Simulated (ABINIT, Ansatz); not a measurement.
An input for ABINIT 10.8.3 (Sr2MgH6 (P-3m1)):

```
acell 3*1.0 Angstrom
rprim 
  5.475438295790 0.000000000002 0.000000000000
  -2.737719147897 4.741868661007 0.000000000000
  0.000000000000 0.000000000000 4.188467730000
ntypat 3
znucl 38 12 1
natom 9
typat 1 1 2 3 3 3 3 3 3
xred 
  0.666666666667 0.333333333333 0.263532570000
  0.333333333333 0.666666666667 0.736467430000
  0.000000000000 0.000000000000 0.000000000000
  0.823459443333 0.646918886667 0.765248350000
  0.823459443333 0.176540556667 0.765248350000
  0.353081113333 0.176540556667 0.765248350000
  0.176540556667 0.353081113333 0.234751650000
  0.176540556667 0.823459443333 0.234751650000
  0.646918886667 0.823459443333 0.234751650000
pp_dirpath "pseudos"
pseudos "Sr.upf, Mg.upf, H.upf"
ecut 38
ngkpt 3 3 4
nshiftk 1
shiftk 0.11 0.21 0.31
kptopt 3
chksymbreak 0
iscf -2
irdden 1
istwfk *1
nband 39
nbdbuf 4
tolwfr 1e-09
nstep 60
prtvol 0
indata_prefix "in"
outdata_prefix "out"
tmpdata_prefix "tmp"
```

```sh
OMP_NUM_THREADS=1 mpirun -n 4 abinit run.abi > log
```

Question: How long will it take on 4 MPI ranks of Arm Neoverse V2, shared host, and how much memory?

It took 44 s; on shared hardware allow 22 s to 89 s. Peak host memory was 0.48 GiB.

[Paths, hosts, dates, memory and timing lines, banners, echoed tables and standing remarks are left out of the program output.]

[Logs are printed without paths, hosts, clocks, repeated set-up lines and the standing remarks that a program may print on its own settings, such as how far it seeks lower states.]

[Runs of the session that timed out or met a known fault of the program may be left out.]

[Hosts, paths, dates, database ids (printed as entryN), source tags and the programs' standing remarks are cut or masked in the printed files.]

[G0W0 gaps are taken among the corrected bands and points alone; a level outside them can change the order at an edge.]

[Where Ansatz stands beside ABINIT at settings called matched, ABINIT's density can come from a denser mesh and the files from another edition; pairs whose starting gaps differed by over 0.03 eV were left out, so agreement reads better than it is.]
